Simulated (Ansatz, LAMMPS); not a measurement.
# Elastic response of glassy 25SiO2-50B2O3-12CaO-12Na2O (mol %) (62 atoms), part 3 of 4

How stiff is glassy 25SiO2-50B2O3-12CaO-12Na2O (mol %) (62 atoms), and how do its levels respond to strain?

Ansatz 0.2.0; Kohn-Sham DFT, PBEsol, PAW (set soft_2), plane waves.

The cell: 4 Si, 16 B, 2 Ca, 4 Na and 36 O. The quench rate of 20 K/ps far exceeds what a furnace or splat quench reaches. The network of bonds at the start is that of the classical potential that made the cell. The Brillouin zone is sampled at Γ only.

So far. Step 6 (Volume +3 %): The relaxation converged after 9 steps, 0.214 eV below its start, with a largest force component of 0.039 eV/Å. Step 6 (Volume +3 %): Volume +3 %: the energy stands 0.0975 eV above that of the reference, at a pressure of -1.55 GPa.

## 7. Volume -6 %

The relaxed cell is scaled to another volume.

input.yaml reads:

```yaml
crystal:
  lattice:
    - [8.82697, -0.18118, 0.44822]
    - [-0.18118, 8.74056, -0.06996]
    - [0.44822, -0.06996, 8.59133]
  atoms:
    [... the 62 atom lines of step 4 ...]
kpoints:
  mp_grid: { grid: [1, 1, 1] }
hamiltonian:
  xc: pbesol
scf:
  occupations: { method: fixed }
output:
  forces: true
  eigenvalues: true
  stress: true
relax:
  f_tol: 0.05
  max_steps: 70
```

The run is started by

```bash
> ansatz run input.yaml --threads 4 --pin off --max-ram 8192MiB --backend cpu --events-out ev --progress --plain --runs-dir out
```

Numbers of over 12 decimals in the logs are rounded to 6 here.

Output:

```text
[...]
Crystal: 62 atoms, lattice volume = 660.774 Å³
Basis set: ecut = 420 eV, 12941 PW (Γ), exchange–correlation on 120×120×120 points (8 copies of the dense FFT grid, shifted against one another)
Bands: 230, of which v1, the nominal top of the filled ones, is band 168 counted from 1 (167 counted from 0)
Symmetry: 1 space group operations
[...]
k-points: 1
[...]
SCF iter   1: F=—  HF=-34669.654568 eV  |F-HF|=—  |Δ(HF+E_count)|=         —  Δρ=1.14e-2  dr2=6.71e-1  ethr=1.77e-3  ⟨swp⟩=5.0  Hψ=832  notcnv=0  defer=60
[...]
SCF iter   5: F=—  HF=-34669.459386 eV  |F-HF|=—  |Δ(HF+E_count)|=   8.86e-5  Δρ=1.35e-4  dr2=1.28e-4  ethr=3.18e-7  ⟨swp⟩=2.0  Hψ=298  notcnv=0  defer=60
SCF iter   6: F=-34669.459450 eV  HF=-34669.459442 eV  |F-HF|=8.14e-6  |Δ(HF+E_count)|=   5.58e-5  Δρ=4.87e-5  dr2=1.59e-5  ethr=1.86e-8  ⟨swp⟩=18.0  Hψ=1802  notcnv=0
SCF 1 converged in 6 iterations: F = -34669.459450 eV  dr2 = 1.59e-5
[...]
relax step   1: F+E_penalty+E_count = -34669.45944988 eV  Δ(F+E_penalty+E_count) = +0.000e0 eV  max|allowed force component| = 1.084e0 eV/Å  Δτ_max = 0.0000 Å  (6 SCF iters, dr2 threshold 6.25e-5 eV, accepted)
[...]
relax step   2: F+E_penalty+E_count = -34670.06626105 eV  Δ(F+E_penalty+E_count) = -6.068e-1 eV  max|allowed force component| = 6.284e-1 eV/Å  Δτ_max = 0.0892 Å  (6 SCF iters, dr2 threshold 7.35e-5 eV, accepted)
[...]
relax step   3: F+E_penalty+E_count = -34670.32903002 eV  Δ(F+E_penalty+E_count) = -2.628e-1 eV  max|allowed force component| = 2.745e-1 eV/Å  Δτ_max = 0.0850 Å  (6 SCF iters, dr2 threshold 2.47e-5 eV, accepted)
relax step   4: F+E_penalty+E_count = -34670.34183202 eV  Δ(F+E_penalty+E_count) = -1.280e-2 eV  max|allowed force component| = 6.404e-1 eV/Å  Δτ_max = 0.2000 Å  (7 SCF iters, dr2 threshold 1.44e-5 eV, accepted)
relax step   5: F+E_penalty+E_count = -34670.42961553 eV  Δ(F+E_penalty+E_count) = -8.778e-2 eV  max|allowed force component| = 1.348e-1 eV/Å  Δτ_max = 0.0957 Å  (5 SCF iters, dr2 threshold 7.83e-5 eV, accepted)
relax step   6: F+E_penalty+E_count = -34670.43892632 eV  Δ(F+E_penalty+E_count) = -9.311e-3 eV  max|allowed force component| = 2.265e-1 eV/Å  Δτ_max = 0.1755 Å  (9 SCF iters, accepted)
relax step   7: F+E_penalty+E_count = -34670.45641497 eV  Δ(F+E_penalty+E_count) = -1.749e-2 eV  max|allowed force component| = 7.787e-2 eV/Å  Δτ_max = 0.0589 Å  (7 SCF iters, dr2 threshold 3.21e-6 eV, accepted)
relax step   8: F+E_penalty+E_count = -34670.46222544 eV  Δ(F+E_penalty+E_count) = -5.810e-3 eV  max|allowed force component| = 1.460e-1 eV/Å  Δτ_max = 0.1314 Å  (8 SCF iters, accepted)
relax step   9: F+E_penalty+E_count = -34670.46905873 eV  Δ(F+E_penalty+E_count) = -6.833e-3 eV  max|allowed force component| = 4.524e-2 eV/Å  Δτ_max = 0.0316 Å  (6 SCF iters, dr2 threshold 2.52e-6 eV, accepted)
[...]
relax step  10: F+E_penalty+E_count = -34670.46905897 eV  Δ(F+E_penalty+E_count) = -2.480e-7 eV  max|allowed force component| = 4.524e-2 eV/Å  Δτ_max = 0.0000 Å  (3 SCF iters, accepted)
SCF converged after 3 iterations
Free energy (F): -34670.469059 eV
[...]
Internal energy: -34670.469059 eV  (E = F + TS)
E sigma→0 (E₀):  -34670.469059 eV
Fermi energy:    4.508738 eV
[...]
Σ components = -34670.469059   (vs F -34670.469059, Δ=0.00e0)
--- Forces (eV/Å), atoms counted from 1 ---
  atom   1  Si    -0.01283779    -0.00759585     0.00360861
  atom   2  Si     0.02133266    -0.03477912    -0.00756752
  atom   3  Si    -0.02323746     0.01952828    -0.00319408
  atom   4  Si    -0.00229479    -0.00017044     0.01314596
[...]
atom  62  O      0.00694132    -0.02102188     0.00737788
  max |Σ_I F_I| component: 2.04e-4 eV/Å
--- Stress (GPa, compression-positive) ---
        2.280431      -0.318396       0.827071
       -0.318401       4.498565      -0.540292
        0.827070      -0.540297       3.746440
  P = ⅓ Tr σ = 3.5085 GPa (35.085 kbar)
--- Band table (eV) ---
[...]
--- Relaxed structure (10 steps of the walk, 10 accepted, 0 SCFs on fresh bases) ---
  F+E_penalty+E_count = -34670.46905897 eV   max|allowed force component| = 4.524e-2 eV/Å
  atoms:
    - { symbol: Si, position: [0.242162, 0.894286, 0.267523] }
    - { symbol: Si, position: [0.850475, 0.466873, 0.426960] }
    - { symbol: Si, position: [0.919604, 0.044290, 0.614635] }
    - { symbol: Si, position: [0.069170, 0.495494, 0.957737] }
[...]
- { symbol: O, position: [0.904708, 0.466104, 0.060244] }
```

Wall time 50 s (4 threads of Arm Neoverse V1, shared host); peak memory 0.81 GiB.

The relaxation converged after 10 steps, 1.01 eV below its start, with a largest force component of 0.045 eV/Å.

Volume -6 %: the energy stands 0.434 eV above that of the reference, at a pressure of 3.51 GPa.

## 8. Volume +6 %

The relaxed cell is scaled to another volume.

input.yaml, the sections that differ from step 7:

```yaml
crystal:
  lattice:
    - [9.18765, -0.18859, 0.46653]
    - [-0.18859, 9.09771, -0.07282]
    - [0.46653, -0.07282, 8.94238]
  atoms:
    [... the 62 atom lines of step 4 ...]
# kpoints, hamiltonian, scf, output, relax: as in step 7
```

Output:

```text
[...]
Crystal: 62 atoms, lattice volume = 745.129 Å³
Basis set: ecut = 420 eV, 14545 PW (Γ), exchange–correlation on 128×128×120 points (8 copies of the dense FFT grid, shifted against one another)
Bands: 230, of which v1, the nominal top of the filled ones, is band 168 counted from 1 (167 counted from 0)
Symmetry: 1 space group operations
[...]
k-points: 1
[...]
SCF iter   1: F=—  HF=-34669.906321 eV  |F-HF|=—  |Δ(HF+E_count)|=         —  Δρ=1.11e-2  dr2=7.15e-1  ethr=1.77e-3  ⟨swp⟩=5.0  Hψ=826  notcnv=0  defer=60
[...]
SCF iter   5: F=—  HF=-34669.707668 eV  |F-HF|=—  |Δ(HF+E_count)|=   3.83e-4  Δρ=1.21e-4  dr2=1.83e-4  ethr=9.57e-7  ⟨swp⟩=2.0  Hψ=285  notcnv=0  defer=60
SCF iter   6: F=-34669.707766 eV  HF=-34669.707751 eV  |F-HF|=1.42e-5  |Δ(HF+E_count)|=   8.34e-5  Δρ=4.42e-5  dr2=1.98e-5  ethr=1.86e-8  ⟨swp⟩=16.0  Hψ=1732  notcnv=0
SCF 1 converged in 6 iterations: F = -34669.707766 eV  dr2 = 1.98e-5
[...]
relax step   1: F+E_penalty+E_count = -34669.70776567 eV  Δ(F+E_penalty+E_count) = +0.000e0 eV  max|allowed force component| = 8.847e-1 eV/Å  Δτ_max = 0.0000 Å  (6 SCF iters, dr2 threshold 6.25e-5 eV, accepted)
[...]
relax step   2: F+E_penalty+E_count = -34670.21342727 eV  Δ(F+E_penalty+E_count) = -5.057e-1 eV  max|allowed force component| = 5.352e-1 eV/Å  Δτ_max = 0.1049 Å  (6 SCF iters, dr2 threshold 4.89e-5 eV, accepted)
[...]
relax step   3: F+E_penalty+E_count = -34670.40386532 eV  Δ(F+E_penalty+E_count) = -1.904e-1 eV  max|allowed force component| = 4.386e-1 eV/Å  Δτ_max = 0.0876 Å  (6 SCF iters, dr2 threshold 1.79e-5 eV, accepted)
relax step   4: F+E_penalty+E_count = -34670.16486506 eV  Δ(F+E_penalty+E_count) = +2.390e-1 eV  max|allowed force component| = 1.032e0 eV/Å  Δτ_max = 0.1980 Å  (7 SCF iters, dr2 threshold 7.04e-5 eV, rejected (line search))
relax step   5: F+E_penalty+E_count = -34670.49599556 eV  Δ(F+E_penalty+E_count) = -9.213e-2 eV  max|allowed force component| = 1.939e-1 eV/Å  Δτ_max = 0.0694 Å  (10 SCF iters, accepted)
relax step   6: F+E_penalty+E_count = -34670.50836348 eV  Δ(F+E_penalty+E_count) = -1.237e-2 eV  max|allowed force component| = 1.737e-1 eV/Å  Δτ_max = 0.0719 Å  (7 SCF iters, dr2 threshold 7.35e-6 eV, accepted)
relax step   7: F+E_penalty+E_count = -34670.52005712 eV  Δ(F+E_penalty+E_count) = -1.169e-2 eV  max|allowed force component| = 5.139e-2 eV/Å  Δτ_max = 0.0384 Å  (6 SCF iters, dr2 threshold 5.90e-6 eV, accepted)
relax step   8: F+E_penalty+E_count = -34670.52001217 eV  Δ(F+E_penalty+E_count) = +4.495e-5 eV  max|allowed force component| = 1.469e-1 eV/Å  Δτ_max = 0.0366 Å  (8 SCF iters, rejected (line search))
relax step   9: F+E_penalty+E_count = -34670.52005801 eV  Δ(F+E_penalty+E_count) = -8.903e-7 eV  max|allowed force component| = 5.129e-2 eV/Å  Δτ_max = 0.0000 Å  (8 SCF iters, accepted)
relax step  10: F+E_penalty+E_count = -34670.52003641 eV  Δ(F+E_penalty+E_count) = +2.160e-5 eV  max|allowed force component| = 1.466e-1 eV/Å  Δτ_max = 0.0366 Å  (8 SCF iters, rejected (line search))
[...]
relax step  11: F+E_penalty+E_count = -34670.52371880 eV  Δ(F+E_penalty+E_count) = -3.661e-3 eV  max|allowed force component| = 4.088e-2 eV/Å  Δτ_max = 0.0177 Å  (7 SCF iters, accepted)
SCF converged after 7 iterations
Free energy (F): -34670.523719 eV
[...]
Internal energy: -34670.523719 eV  (E = F + TS)
E sigma→0 (E₀):  -34670.523719 eV
Fermi energy:    3.284280 eV
[...]
Σ components = -34670.523719   (vs F -34670.523719, Δ=0.00e0)
--- Forces (eV/Å), atoms counted from 1 ---
  atom   1  Si     0.01293017    -0.02341269     0.01686670
  atom   2  Si    -0.00588769    -0.00049278     0.00751122
  atom   3  Si    -0.01097862     0.00363484     0.01576095
  atom   4  Si     0.01735826     0.00731264    -0.01095169
[...]
atom  62  O     -0.01284351     0.00351309    -0.00077636
  max |Σ_I F_I| component: 1.75e-4 eV/Å
--- Stress (GPa, compression-positive) ---
       -1.801827       0.268173      -0.939425
        0.268175      -3.738173       0.463918
       -0.939431       0.463922      -2.949853
  P = ⅓ Tr σ = -2.8300 GPa (-28.300 kbar)
--- Band table (eV) ---
[...]
--- Relaxed structure (11 steps of the walk, 8 accepted, 0 SCFs on fresh bases) ---
  F+E_penalty+E_count = -34670.52371880 eV   max|allowed force component| = 4.088e-2 eV/Å
  atoms:
    - { symbol: Si, position: [0.240508, 0.908398, 0.290685] }
    - { symbol: Si, position: [0.842140, 0.484075, 0.430330] }
    - { symbol: Si, position: [0.919512, 0.045192, 0.618660] }
    - { symbol: Si, position: [0.051257, 0.479480, 0.971899] }
[...]
- { symbol: O, position: [0.887354, 0.462352, 0.061025] }
```

Elapsed: 64 s, on 4 threads; peak memory 0.87 GiB; 3.9 min of CPU time.

The relaxation converged after 11 steps, 0.816 eV below its start, with a largest force component of 0.041 eV/Å.

Volume +6 %: the energy stands 0.379 eV above that of the reference, at a pressure of -2.83 GPa.

## 9. Volume -10 %

The relaxed cell is scaled to another volume.

Input and log are left out; they have the form of those shown for this kind of step.

It took 74 s on 4 threads of Arm Neoverse V1, shared host; peak memory 0.8 GiB; 4.5 min of CPU time.

The relaxation converged after 15 steps, 3.08 eV below its start, with a largest force component of 0.050 eV/Å.

Volume -10 %: the energy stands 1.26 eV above that of the reference, at a pressure of 6.16 GPa.

## 10. Stretched by 1 % along x

The relaxed cell is strained along x alone, which gives the stiffness along x and its coupling to y and z.

input.yaml, the sections that differ from step 8:

```yaml
crystal:
  lattice:
    - [9.10103, -0.18496, 0.45756]
    - [-0.18681, 8.92271, -0.07142]
    - [0.46214, -0.07142, 8.77037]
  atoms:
    [... the 62 atom lines of step 4 ...]
# kpoints, hamiltonian, scf, output, relax: as in step 8
```

Output:

```text
[...]
Crystal: 62 atoms, lattice volume = 709.981 Å³
Basis set: ecut = 420 eV, 13849 PW (Γ), exchange–correlation on 128×120×120 points (8 copies of the dense FFT grid, shifted against one another)
Bands: 230, of which v1, the nominal top of the filled ones, is band 168 counted from 1 (167 counted from 0)
Symmetry: 1 space group operations
[...]
k-points: 1
[...]
SCF iter   1: F=—  HF=-34671.052782 eV  |F-HF|=—  |Δ(HF+E_count)|=         —  Δρ=1.12e-2  dr2=6.91e-1  ethr=1.77e-3  ⟨swp⟩=5.0  Hψ=826  notcnv=0  defer=60
[...]
SCF iter   6: F=-34670.856443 eV  HF=-34670.856432 eV  |F-HF|=1.02e-5  |Δ(HF+E_count)|=   6.36e-5  Δρ=4.74e-5  dr2=1.70e-5  ethr=1.86e-8  ⟨swp⟩=17.0  Hψ=1724  notcnv=0
SCF 1 converged in 6 iterations: F = -34670.856443 eV  dr2 = 1.70e-5
[...]
relax step   1: F+E_penalty+E_count = -34670.85644257 eV  Δ(F+E_penalty+E_count) = +0.000e0 eV  max|allowed force component| = 3.225e-1 eV/Å  Δτ_max = 0.0000 Å  (6 SCF iters, dr2 threshold 6.25e-5 eV, accepted)
[...]
relax step   2: F+E_penalty+E_count = -34670.88047040 eV  Δ(F+E_penalty+E_count) = -2.403e-2 eV  max|allowed force component| = 2.266e-1 eV/Å  Δτ_max = 0.0202 Å  (5 SCF iters, dr2 threshold 6.50e-6 eV, accepted)
[...]
relax step   3: F+E_penalty+E_count = -34670.89058228 eV  Δ(F+E_penalty+E_count) = -1.011e-2 eV  max|allowed force component| = 5.941e-2 eV/Å  Δτ_max = 0.0159 Å  (6 SCF iters, dr2 threshold 3.21e-6 eV, accepted)
relax step   4: F+E_penalty+E_count = -34670.89118211 eV  Δ(F+E_penalty+E_count) = -5.998e-4 eV  max|allowed force component| = 6.534e-2 eV/Å  Δτ_max = 0.0274 Å  (7 SCF iters, accepted)
relax step   5: F+E_penalty+E_count = -34670.89205827 eV  Δ(F+E_penalty+E_count) = -8.762e-4 eV  max|allowed force component| = 1.105e-1 eV/Å  Δτ_max = 0.0173 Å  (7 SCF iters, accepted)
relax step   6: F+E_penalty+E_count = -34670.89122294 eV  Δ(F+E_penalty+E_count) = +8.353e-4 eV  max|allowed force component| = 1.213e-1 eV/Å  Δτ_max = 0.0182 Å  (5 SCF iters, dr2 threshold 1.22e-5 eV, rejected (line search))
[...]
relax step   7: F+E_penalty+E_count = -34670.89390048 eV  Δ(F+E_penalty+E_count) = -1.842e-3 eV  max|allowed force component| = 1.252e-2 eV/Å  Δτ_max = 0.0088 Å  (7 SCF iters, accepted)
SCF converged after 7 iterations
Free energy (F): -34670.893900 eV
[...]
Internal energy: -34670.893900 eV  (E = F + TS)
E sigma→0 (E₀):  -34670.893900 eV
Fermi energy:    3.757674 eV
[...]
--- Forces (eV/Å), atoms counted from 1 ---
  atom   1  Si     0.00404524    -0.00453590    -0.00898982
  atom   2  Si    -0.00962304    -0.00010146     0.00479007
  atom   3  Si     0.00475404     0.00435019    -0.00544188
  atom   4  Si     0.01012112     0.00098715    -0.00148992
  atom   5  B     -0.00820893    -0.00634757     0.00275909
  atom   6  B     -0.00198111     0.00671848    -0.00728283
  atom   7  B      0.00269095     0.00151502     0.00080616
  atom   8  B     -0.00315478    -0.00407534     0.00381455
  atom   9  B     -0.00158181    -0.00241139    -0.00382858
  atom  10  B      0.00257889     0.00459357    -0.00430105
  atom  11  B      0.00333688    -0.00412780     0.00215078
  atom  12  B     -0.00407424    -0.00051532    -0.00037475
  atom  13  B      0.00811956     0.00192770    -0.00811848
  atom  14  B      0.00036526     0.00359215    -0.01251884
[...]
atom  61  O     -0.00827887     0.00157509    -0.00034900
  atom  62  O     -0.00432526     0.00355721     0.00093553
  max |Σ_I F_I| component: 1.36e-4 eV/Å
--- Stress (GPa, compression-positive) ---
       -0.574703       0.028787      -0.092392
        0.028789      -0.245636       0.077026
       -0.092391       0.077024      -0.202794
  P = ⅓ Tr σ = -0.3410 GPa (-3.410 kbar)
--- Band table (eV) ---
[...]
--- Relaxed structure (7 steps of the walk, 6 accepted, 0 SCFs on fresh bases) ---
  F+E_penalty+E_count = -34670.89390048 eV   max|allowed force component| = 1.252e-2 eV/Å
  atoms:
    - { symbol: Si, position: [0.240921, 0.901806, 0.284101] }
    - { symbol: Si, position: [0.845431, 0.476184, 0.427009] }
    - { symbol: Si, position: [0.917537, 0.044442, 0.615913] }
    - { symbol: Si, position: [0.056077, 0.485336, 0.966381] }
[...]
- { symbol: O, position: [0.892540, 0.466407, 0.061145] }
```

Wall time 36 s (4 threads); peak memory 0.85 GiB; 2.2 min of CPU time.

The relaxation converged after 7 steps, 0.0375 eV below its start, with a largest force component of 0.013 eV/Å.

Stretched by 1 % along x: the energy stands 0.00927 eV above that of the reference, at a pressure of -0.341 GPa.

## 11. Compressed by 1 % along x

The relaxed cell is strained along x alone, which gives the stiffness along x and its coupling to y and z.

input.yaml, the sections that differ from step 10:

```yaml
crystal:
  lattice:
    - [8.92081, -0.18496, 0.45756]
    - [-0.18311, 8.92271, -0.07142]
    - [0.45298, -0.07142, 8.77037]
  atoms:
    [... the 62 atom lines of step 4 ...]
# kpoints, hamiltonian, scf, output, relax: as in step 10
```

Output:

```text
[...]
Crystal: 62 atoms, lattice volume = 695.922 Å³
Basis set: ecut = 420 eV, 13579 PW (Γ), exchange–correlation on 120×120×120 points (8 copies of the dense FFT grid, shifted against one another)
Bands: 230, of which v1, the nominal top of the filled ones, is band 168 counted from 1 (167 counted from 0)
Symmetry: 1 space group operations
[...]
k-points: 1
[...]
SCF iter   1: F=—  HF=-34671.052747 eV  |F-HF|=—  |Δ(HF+E_count)|=         —  Δρ=1.13e-2  dr2=6.85e-1  ethr=1.77e-3  ⟨swp⟩=5.0  Hψ=838  notcnv=0  defer=59
[...]
SCF iter   5: F=—  HF=-34670.856842 eV  |F-HF|=—  |Δ(HF+E_count)|=   1.11e-4  Δρ=1.34e-4  dr2=1.33e-4  ethr=3.44e-7  ⟨swp⟩=2.0  Hψ=297  notcnv=0  defer=60
SCF iter   6: F=-34670.856910 eV  HF=-34670.856901 eV  |F-HF|=8.97e-6  |Δ(HF+E_count)|=   5.86e-5  Δρ=4.73e-5  dr2=1.64e-5  ethr=1.86e-8  ⟨swp⟩=16.0  Hψ=1690  notcnv=0
SCF 1 converged in 6 iterations: F = -34670.856910 eV  dr2 = 1.64e-5
[...]
relax step   1: F+E_penalty+E_count = -34670.85691006 eV  Δ(F+E_penalty+E_count) = +0.000e0 eV  max|allowed force component| = 3.356e-1 eV/Å  Δτ_max = 0.0000 Å  (6 SCF iters, dr2 threshold 6.25e-5 eV, accepted)
[...]
relax step   2: F+E_penalty+E_count = -34670.88235179 eV  Δ(F+E_penalty+E_count) = -2.544e-2 eV  max|allowed force component| = 2.311e-1 eV/Å  Δτ_max = 0.0194 Å  (5 SCF iters, dr2 threshold 7.04e-6 eV, accepted)
[...]
relax step   3: F+E_penalty+E_count = -34670.89315635 eV  Δ(F+E_penalty+E_count) = -1.080e-2 eV  max|allowed force component| = 5.480e-2 eV/Å  Δτ_max = 0.0154 Å  (6 SCF iters, dr2 threshold 3.34e-6 eV, accepted)
relax step   4: F+E_penalty+E_count = -34670.89343908 eV  Δ(F+E_penalty+E_count) = -2.827e-4 eV  max|allowed force component| = 7.170e-2 eV/Å  Δτ_max = 0.0212 Å  (7 SCF iters, accepted)
relax step   5: F+E_penalty+E_count = -34670.89478521 eV  Δ(F+E_penalty+E_count) = -1.346e-3 eV  max|allowed force component| = 8.711e-2 eV/Å  Δτ_max = 0.0127 Å  (7 SCF iters, accepted)
relax step   6: F+E_penalty+E_count = -34670.89500231 eV  Δ(F+E_penalty+E_count) = -2.171e-4 eV  max|allowed force component| = 8.733e-2 eV/Å  Δτ_max = 0.0178 Å  (5 SCF iters, dr2 threshold 7.59e-6 eV, accepted)
relax step   7: F+E_penalty+E_count = -34670.89637751 eV  Δ(F+E_penalty+E_count) = -1.375e-3 eV  max|allowed force component| = 1.861e-2 eV/Å  Δτ_max = 0.0118 Å  (5 SCF iters, dr2 threshold 7.63e-6 eV, accepted)
[...]
relax step   8: F+E_penalty+E_count = -34670.89637780 eV  Δ(F+E_penalty+E_count) = -2.829e-7 eV  max|allowed force component| = 1.844e-2 eV/Å  Δτ_max = 0.0000 Å  (4 SCF iters, accepted)
SCF converged after 4 iterations
Free energy (F): -34670.896378 eV
[...]
Internal energy: -34670.896378 eV  (E = F + TS)
E sigma→0 (E₀):  -34670.896378 eV
Fermi energy:    3.944418 eV
[...]
Σ components = -34670.896378   (vs F -34670.896378, Δ=0.00e0)
--- Forces (eV/Å), atoms counted from 1 ---
  atom   1  Si    -0.00118206    -0.00726863    -0.00482807
  atom   2  Si     0.00589024    -0.00667825    -0.00696714
  atom   3  Si    -0.00288578     0.00177473    -0.00310546
  atom   4  Si    -0.00793283     0.00452559     0.00354308
[...]
atom  62  O      0.00312977     0.00178171    -0.00120130
  max |Σ_I F_I| component: 3.56e-5 eV/Å
--- Stress (GPa, compression-positive) ---
        0.594498      -0.056343       0.118572
       -0.056343       0.207540      -0.069437
        0.118574      -0.069438       0.234391
  P = ⅓ Tr σ = 0.3455 GPa (3.455 kbar)
--- Band table (eV) ---
[...]
--- Relaxed structure (8 steps of the walk, 8 accepted, 0 SCFs on fresh bases) ---
  F+E_penalty+E_count = -34670.89637780 eV   max|allowed force component| = 1.844e-2 eV/Å
  atoms:
    - { symbol: Si, position: [0.241882, 0.900800, 0.279848] }
    - { symbol: Si, position: [0.846484, 0.475239, 0.428097] }
    - { symbol: Si, position: [0.918220, 0.044316, 0.615192] }
    - { symbol: Si, position: [0.061262, 0.487088, 0.963653] }
[...]
- { symbol: O, position: [0.895922, 0.466574, 0.061160] }
```

Elapsed: 37 s, on 4 threads; peak memory 0.82 GiB.

The relaxation converged after 8 steps, 0.0395 eV below its start, with a largest force component of 0.018 eV/Å.

Compressed by 1 % along x: the energy stands 0.00679 eV above that of the reference, at a pressure of 0.345 GPa.

(Continued in part 4 of 4.)

[Logs are printed without paths, hosts, clocks, repeated set-up lines and the standing remarks that a program may print on its own settings, such as how far it seeks lower states.]

[Hosts, paths, dates, database ids (printed as entryN), source tags and the programs' standing remarks are cut or masked in the printed files.]
